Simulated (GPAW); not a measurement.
# Ga K ELNES/XANES of zinc-blende (GaAs)₁₋ₓ(GaP)ₓ at x = 0.875 from DFT, part 2 of 2

What does the Ga K edge look like in zinc-blende (GaAs)₁₋ₓ(GaP)ₓ at x = 0.875?

GPAW 26.7.0; X-ray absorption from dipole matrix elements to empty bands, plane-wave PAW PBE.

So far. Step 3 (Ground state of the crystal): The mesh shows a gap of 1.46 eV. The excited electron is kept all the same, so that all members of the series, with or without a gap, are treated alike.

### 5. Spectrum with XCH, Ga atom 1

The holes are 7.7 Å apart. In GPAW the data set carries the hole's charge, so charge=0 means a charged cell and charge=-1 a neutral one. The excited electron is kept in the cell, where it fills the lowest empty states and screens the hole. After the field has converged, empty bands are computed with the density fixed and the dipole matrix elements are summed.

The absorber has 3 P at 2.36 Å and 1 As at 2.42 Å (tetrahedral).

File xas.py:

```python
import numpy as np
from ase import Atoms
from ase.parallel import parprint, paropen
from gpaw import GPAW, PW, FermiDirac, Mixer, MixerDif, setup_paths
from gpaw.test import gen
setup_paths.insert(0, '.')
gen('Ga', name='fch1s', xcname='PBE', corehole=(1, 0, 1), write_xml=True)
from gpaw.mpi import world
world.barrier()

atoms = Atoms('GaPGaPGaAsGaPGaPGaPGaPGaP',
    cell=[[0, 5.47625, 5.47625],
     [5.47625, 0, 5.47625],
     [5.47625, 5.47625, 0]],
    scaled_positions=[[0.9981002, 0.0061007, 0.9977734],
     [0.1246311, 0.1253503, 0.1248214],
     [0.9981051, 0.0015825, 0.4998418],
     [0.1259873, 0.1233422, 0.624735],
     [0.9977144, 0.4985376, 0.9948571],
     [0.1244655, 0.6240168, 0.1245683],
     [0.9982298, 0.4962472, 0.5065371],
     [0.1253283, 0.6266114, 0.6222304],
     [0.4995323, 0.9976744, 0.9980138],
     [0.6252768, 0.1226783, 0.1226169],
     [0.5010314, 0.9999135, 0.4971309],
     [0.6238833, 0.1254771, 0.6234123],
     [0.5064029, 0.4955332, 0.9981872],
     [0.6248327, 0.6229467, 0.1253304],
     [0.5002622, 0.5001537, 0.5003378],
     [0.6252305, 0.6249964, 0.6251325]],
    pbc=True)
atoms.calc = calc = GPAW(legacy_gpaw=True, mode=PW(400, force_complex_dtype=True), xc='PBE', setups={0: 'fch1s'},
    kpts={'size': (3, 3, 3), 'gamma': True}, occupations=FermiDirac(0.04),
    charge=-1, mixer=Mixer(0.1, 5, 50), maxiter=150,
    convergence={'density': 0.0001, 'eigenstates': 1e-6}, txt='scf.txt')
energy = atoms.get_potential_energy() + calc.get_reference_energy()
ef = calc.get_fermi_level()
out = dict(energy=energy, fermi=ef, forces=atoms.get_forces().tolist())
parprint(f'all-electron energy {energy:.4f} eV, Fermi level {ef:.4f} eV')
ev = np.array([[calc.get_eigenvalues(k, s) for k in range(len(calc.get_ibz_k_points()))] for s in range(calc.get_number_of_spins())])
out['homo'], out['lumo'], out['counts'] = ev[ev < ef].max(), ev[ev > ef].min(), sorted(set((ev < ef).sum((0, 2)).tolist()))
out['filled'] = (ev[:, 0] < ef).sum(1).tolist()

from ase.units import Ha
from gpaw.xas import dipole_matrix_elements
nb = int(calc.get_number_of_electrons() / 2) + 168
top, nb = nb, nb + 8 + nb // 12
nscf = calc.fixed_density(kpts={'size': (4, 4, 4), 'gamma': True}, nbands=nb,
    convergence={'bands': top, 'eigenstates': 5e-3}, maxiter=60, txt='nscf.txt')
cell = atoms.cell.array
ops = [cell.T @ U.T @ np.linalg.inv(cell.T) for U in nscf.wfs.kd.symmetry.op_scc]
filled = [32]  # bands filled in the ground state, by spin
E = np.arange(-6, 30, 0.1)
fwhm = np.interp(E, [4, 25], [1.82, 3.5])
Y, X, zero, highest = 0, 0, 1e9, 1e9
for spin in range(nscf.get_number_of_spins()):
    wfs = nscf.wfs
    mine = wfs.bd.get_slice()  # this rank's bands
    A = dipole_matrix_elements(wfs.setups[0])
    eps = np.zeros((wfs.kd.nibzkpts, nb))
    d = np.zeros((3, A.shape[1], wfs.kd.nibzkpts, nb), complex)
    for kpt in wfs.kpt_u:
        if kpt.s == spin and 0 in kpt.P_ani:
            eps[kpt.k, mine] = kpt.eps_n * Ha
            d[:, :, kpt.k, mine] = (kpt.weight * wfs.nspins / 2) ** 0.5 * np.inner(A, kpt.P_ani[0])
    world.sum(eps)
    world.sum(d)
    T = np.einsum('amkn,bmkn->abkn', d, d.conj()).real
    T = sum(np.einsum('ai,ijkn,bj->abkn', R, T, R) for R in ops) / len(ops)
    empty = np.ones_like(eps, bool) & (np.arange(nb) >= filled[spin])
    zero, highest = min(zero, eps[empty].min()), min(highest, eps[:, top - 1].min())
    lines = [(eps, T, empty)] if spin == 0 else lines + [(eps, T, empty)]
for eps, T, empty in lines:
    f = np.einsum('aakn->akn', T).reshape(3, -1)
    x = eps.ravel() - zero
    w = np.interp(x, E, fwhm) / 2.35482
    g = np.exp(-0.5 * ((E[:, None] - x) / w) ** 2) / (w * (2 * np.pi) ** 0.5)
    Y = Y + (f * empty.ravel()) @ g.T
    X = X + (f * ~empty.ravel()) @ g.T
out.update(E=E.round(2).tolist(), xas=Y.tolist(), xes=X.tolist(), zero=zero, valid=highest - zero, nk=len(eps), nb=nb)
for i in range(0, len(E), 10):
    parprint(f'{E[i]:7.2f}', *(f'{v:10.3e}' for v in Y[:, i]))
import json
with paropen('out.json', 'w') as f:
    json.dump(out, f)
```

Run with:

```sh
> OMP_NUM_THREADS=1 mpirun -n 4 gpaw python xas.py
```

Numbers of over 12 decimals in the logs are rounded to 6 here.

Output:

```text
Input parameters:
  charge: -1
  convergence: {density: 0.0001,
                eigenstates: 1e-06}
  kpts: {gamma: True,
         size: (3, 3, 3)}
  maxiter: 150
  mixer: {backend: pulay,
          beta: 0.1,
          method: separate,
          nmaxold: 5,
          weight: 50}
  mode: {ecut: 400.0,
         force_complex_dtype: True,
         name: pw}
  occupations: {fixmagmom: False,
                name: fermi-dirac,
                width: 0.04}
  setups: {0: fch1s}
  xc: PBE

Initialize ...

[... PAW data sets ...]

Reference energy: -539291.307664  # eV

Spin-paired calculation

[... convergence settings ...]
Symmetries present (total): 1
  [... symmetry matrices ...]

27 k-points: 3 x 3 x 3 Monkhorst-Pack grid
14 k-points in the irreducible part of the Brillouin zone
       k-points in crystal coordinates                weights
   0:     0.00000000    0.00000000    0.00000000          1/27
   1:     0.00000000    0.00000000    0.33333333          2/27
   2:     0.00000000    0.33333333   -0.33333333          2/27
   3:     0.00000000    0.33333333    0.00000000          2/27
   4:     0.00000000    0.33333333    0.33333333          2/27
   5:     0.33333333   -0.33333333   -0.33333333          2/27
   6:     0.33333333   -0.33333333    0.00000000          2/27
   7:     0.33333333   -0.33333333    0.33333333          2/27
   8:     0.33333333    0.00000000   -0.33333333          2/27
   9:     0.33333333    0.00000000    0.00000000          2/27
          ...
  13:     0.33333333    0.33333333    0.33333333          2/27

Wave functions: Plane wave expansion
  Cutoff energy: 400.000 eV
  Number of coefficients (min, max): 5942, 6002
  Pulay-stress correction: 0.000000 eV/Ang^3 (de/decut=0.000000)
  Using FFTW library
  Wavefunction extrapolation:
    Improved wavefunction reuse through dual PAW basis

Occupation numbers: Fermi-Dirac:
  width: 0.0400  # eV

Eigensolver
   Davidson(niter=2)

Densities:
  Coarse grid: 36*36*36 grid
  Fine grid: 72*72*72 grid
  Total Charge: 0.000000

Density mixing:
  Method: separate
  Backend: pulay
  Linear mixing parameter: 0.1
  old densities: 5
  Width of damping distribution: 1.1
  Damping of long wavelength oscillations: 50

[... Hamiltonian set-up ...]
Number of atoms: 16
Number of atomic orbitals: 64
Number of bands in calculation: 43
Number of valence electrons: 65
Bands to converge: occupied

... initialized

Initializing position-dependent things.

Density initialized from atomic densities
Creating initial wave functions:
  43 bands from LCAO basis set

                             Ga
                     Ga           Ga

                       Ga Ga
              Ga        P   Ga
               P
                    Ga
                 P

         P            P
              As

               P
       P

Atomic positions and initial magnetic moments

Positions:
   0 Ga     5.497466   10.929903    5.499255    ( 0.0000,  0.0000,  0.0000)
   1 P      1.370003    1.366064    1.368961    ( 0.0000,  0.0000,  0.0000)
   2 Ga     2.745925    8.203132    5.474539    ( 0.0000,  0.0000,  0.0000)
   3 P      4.096658    4.111143    1.365391    ( 0.0000,  0.0000,  0.0000)
   4 Ga     8.178203   10.911820    8.193850    ( 0.0000,  0.0000,  0.0000)
   5 As     4.099439    1.363771    4.098876    ( 0.0000,  0.0000,  0.0000)
   6 Ga     5.491498    8.240480    8.184130    ( 0.0000,  0.0000,  0.0000)
[...]
13 P      4.097752    4.108081    6.833152    ( 0.0000,  0.0000,  0.0000)
  14 Ga     5.478942    5.479536    5.478528    ( 0.0000,  0.0000,  0.0000)
  15 P      6.846018    6.847300    6.846555    ( 0.0000,  0.0000,  0.0000)

Unit cell:
           periodic     x           y           z      points  spacing
  1. axis:    yes    0.000000    5.476250    5.476250    36     0.1757
  2. axis:    yes    5.476250    0.000000    5.476250    36     0.1757
  3. axis:    yes    5.476250    5.476250    0.000000    36     0.1757

  Lengths:   7.744587   7.744587   7.744587
  Angles:   60.000000  60.000000  60.000000

Effective grid spacing dv^(1/3) = 0.1917

iter:   1   -82.455096
iter:   2   -80.818123   -1.52  -0.80
iter:   3   -79.214845   -1.24  -0.87
iter:   4   -79.100739   -2.35  -1.13
iter:   5   -79.161991   -2.52  -1.32
iter:   6   -79.158013   -2.41  -1.68
iter:   7   -79.116816   -3.36  -1.90
iter:   8   -79.116150   -3.98  -2.28
iter:   9   -79.110895c  -3.64  -2.28
iter:  10   -79.110691c  -4.95  -2.89
iter:  11   -79.110772c  -4.98  -3.00
iter:  12   -79.110633c  -5.30  -3.00
iter:  13   -79.110635c  -6.50c -3.74
iter:  14   -79.110624c  -6.58c -3.84
iter:  15   -79.110630c  -6.92c -3.76
iter:  16   -79.110631c  -7.75c -4.21c

Converged after 16 iterations.

Dipole moment: (-24.190311, -22.251158, -24.550184) |e|*Ang

Energy contributions relative to reference atoms: (reference = -539291.307664)

Kinetic:       +211.212965
Potential:     -188.242716
External:        +0.000000
XC:            -102.126026
Entropy (-ST):   -0.016948
Local:           +0.053620
SIC:             +0.000000
--------------------------
Free energy:    -79.119105
Extrapolated:   -79.110631

Showing only first 2 kpts
 Kpt  Band  Eigenvalues  Occupancy
  0    30      4.93556    2.00000
  0    31      4.93635    2.00000
  0    32      5.63143    2.00000
  0    33      6.26774    1.98904

  1    30      4.52964    2.00000
  1    31      4.56009    2.00000
  1    32      6.28708    1.98228
[...]
Fermi level: 6.47578

No gap
No difference between direct/indirect transitions

Forces in eV/Ang:
  0 Ga    0.10508   -0.12373    0.11760
  1 P     0.04876    0.05826    0.06989
  2 Ga   -0.03053    0.00164   -0.15206
  3 P    -0.04236   -0.06915    0.07466
  4 Ga   -0.05513   -0.19965   -0.06754
  5 As   -0.13924    0.14388   -0.13158
  6 Ga    0.22428    0.05387   -0.04655
[...]
13 P     0.01179   -0.02099    0.01632
 14 Ga   -0.01376   -0.01160   -0.00915
 15 P    -0.02025   -0.01441   -0.00646
Scalar-relativistic atomic PBE calculation for Ga (Gallium, Z=31)
Core hole in 1s state (1s occupation: 1.0)
600 radial gridpoints.
|------------------------------------------------|
|------------------------------------------------|
[... the atom generator's iteration count ...]

Energy contributions:
-------------------------
Kinetic:    +1582.696000
XC:           -66.183414
Potential:  -3077.448795
-------------------------
Total:      -1560.936209

state      eigenvalue         ekin         rmax
-----------------------------------------------
1s^1.0 :  -389.489147   491.277840        0.032
2s^2.0 :   -49.683385    97.080870        0.179
2p^6.0 :   -44.278459    95.840630        0.142
3s^2.0 :    -6.370658    22.110120        0.549
3p^6.0 :    -4.569804    20.074579        0.544
3d^10.0:    -1.425937    15.061013        0.502
4s^2.0 :    -0.719303     2.623253        1.733
4p^1.0 :    -0.414984     1.688292        2.088
-----------------------------------------------
(units: Bohr and Hartree)

Generating PAW setup
Kinetic energy of the core from tauc = 1590.667748
Cutoffs:
rc(s)=2.200
rc(p)=2.200
rc(d)=2.200
rc(vbar)=1.980
rc(comp)=2.200
rc(nct)=2.200

Kinetic energy of the core states: 1575.761202
Charge: 1.0
Core electrons: 27.0
Valence electrons: 3.0
Pseudo-core charge: 1.204949
Shape function alpha=2.066
Pseudo-electron charge 4.635910
state    eigenvalue         norm
--------------------------------
4s(2) :    -0.719303     1.202912
*s    :     0.280697
4p(1) :    -0.414984     1.025137
*p    :     0.585016
*d    :     0.000000
--------------------------------

Diagonalizing with gridspacing h=0.050

state   all-electron     PAW
-------------------------------
4s:      -0.719303    -0.719529
4p:      -0.414984    -0.415179
*d:                   -0.111571
*f:                   -0.022852
-------------------------------
all-electron energy -539370.4183 eV, Fermi level 6.4758 eV
[...]
27.00  1.268e-07  1.272e-07  1.271e-07
  28.00  1.380e-07  1.384e-07  1.382e-07
  29.00  1.401e-07  1.404e-07  1.401e-07
```

Run time: 3.7 min. Hardware: 4 MPI ranks of Arm Neoverse V2, shared host; peak memory 0.64 GiB.

The Ga K spectrum, Ga atom 1, excited-electron core hole (neutral cell) (energy from the bottom of the conduction band, which holds the excited electron; intensity scaled to a mean of 1 over the first 20 eV):

| E (eV) | intensity |
| --- | --- |
| -2.00 | 0.00 |
| -1.25 | 0.01 |
| -0.50 | 0.05 |
| 0.25 | 0.22 |
| 1.00 | 0.54 |
| 1.75 | 0.90 |
| 2.50 | 1.25 |
| 3.25 | 1.60 |
| 4.00 | 1.72 |
| 4.75 | 1.46 |
| 5.50 | 1.12 |
| 6.25 | 0.94 |
| 7.00 | 0.94 |
| 7.75 | 0.96 |
| 8.50 | 0.91 |
| 9.25 | 0.89 |
| 10.00 | 0.98 |
| 10.75 | 1.08 |
| 11.50 | 1.11 |
| 12.25 | 1.09 |
| 13.00 | 1.04 |
| 13.75 | 1.01 |
| 14.50 | 0.97 |
| 15.25 | 0.91 |
| 16.00 | 0.86 |
| 16.75 | 0.85 |
| 17.50 | 0.87 |
| 18.25 | 0.86 |
| 19.00 | 0.82 |
| 19.75 | 0.80 |
| 20.50 | 0.80 |
| 21.25 | 0.80 |
| 22.00 | 0.79 |
| 22.75 | 0.75 |
| 23.50 | 0.71 |
| 24.25 | 0.70 |
| 25.00 | 0.71 |
| 25.75 | 0.74 |

Main maxima below 25 eV (height): 3.8 eV (1.73), 7.6 eV (0.96) and 11.6 eV (1.11). A K edge sees empty p states on the absorber.

The energy difference (zero at 10402 eV) isn't read as a photon energy: for so heavy an absorber the terms left out (the hole's spin, the functional's error) amount to tens of eV or more.

### 6. Outcome

```json
{"absorber and edge": "Ga K, atom 1 of the ground-state input (counted from 1)", "surroundings": "3 P at 2.36 Å and 1 As at 2.42 Å (tetrahedral)", "highest intensity below 24 eV": "3.8 eV above the zero, height 1.73"}
```

What this shows: The Ga K edge of atom 1, with 3 P at 2.36 Å and 1 As at 2.42 Å (tetrahedral), has its highest intensity of the first 24 eV at 3.8 eV above the zero, 1.7 times the mean level of the first 20 eV (Gaussian full width 1.82 eV up to 4 eV, rising linearly to 3.5 eV at 25 eV). The script folds with a Gaussian, whereas the core hole's own line is a Lorentzian, so the onset is too steep and the first peak too high.

[Banner, clock and machine lines of the logs are left out without a mark of their own.]

[Logs are printed without paths, hosts, clocks, repeated set-up lines and the standing remarks that a program may print on its own settings, such as how far it seeks lower states.]

[Hosts, paths, dates, database ids (printed as entryN), source tags and the programs' standing remarks are cut or masked in the printed files.]

[Lists of maxima count a maximum above −3 eV only where it reaches 4 % of the highest in the window and stands out from its surroundings by 2 % of it (1.5 % where it reaches 55 %); shoulders and weaker maxima are passed over, and of the rest the first, up to two pre-edge ones and the few strongest are named.]
